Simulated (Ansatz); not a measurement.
# LiErS2: which shell does photoemission see at 21.2 and 100 eV? (LDA)

The valence band of LiErS2 mixes several shells. Work out by hand which one leads the spectrum's area at each photon energy.

Filled states come from the projected DOS of Ansatz 0.2.0 (LDA+U, plane waves); cross sections σ and asymmetry parameters β are those of free atoms in a Dirac–Hartree–Slater calculation. A shell's area is states × σ × angular factor, which is 1 − β·P₂(cos θ)/2 for unpolarised light, with θ = 45° from the beam and P₂ = 0.250.

**At 21.2 eV** (states counted from 10.0 eV below the zero; other shells add 0.088 to the products' sum of 12.5):

```
shell  filled states a cell  cross section (Mb an electron)     β  angular factor  product  share by hand (%)  share in the simulated spectrum (%)
Er 5d                  1.74                            2.19  0.60            0.92     3.51                 28                                   28
Er 4f                 11.02                           0.123  1.71            0.79     1.07                  9                                    9
 S 3p                  9.43                            1.08  1.85            0.77     7.82                 63                                   63
```

**At 100 eV** (states counted from 25.5 eV below the zero; other shells add 0.66 to the products' sum of 8.11):

| shell | filled states a cell | cross section (Mb an electron) | β | angular factor | product | share by hand (%) | share in the simulated spectrum (%) |
| --- | --- | --- | --- | --- | --- | --- | --- |
| Er 5d | 2.31 | 0.0168 | 1.98 | 0.75 | 0.0293 | 0 | 0 |
| Er 4f | 11.06 | 0.609 | 0.36 | 0.96 | 6.43 | 79 | 79 |
| S 3p | 9.50 | 0.128 | 1.47 | 0.82 | 0.992 | 12 | 12 |

S 3p leads at 21.2 eV and Er 4f at 100 eV. Between the two energies σ of S 3p changes by a factor 0.12 and that of Er 4f by 4.9, so their ratio moves 42-fold in favour of the second. The simulated spectrum uses the same rule on the energy-resolved DOS, so the two share columns agree within a few points.

Only crystals where the two columns agree within 4 points and the lead is clear are worked in this form. Free-atom cross sections ignore the solid's final states, no escape depth or background enters, and the count of states a shell hangs on the projection.

[Logs are printed without paths, hosts, clocks, repeated set-up lines and the standing remarks that a program may print on its own settings, such as how far it seeks lower states.]
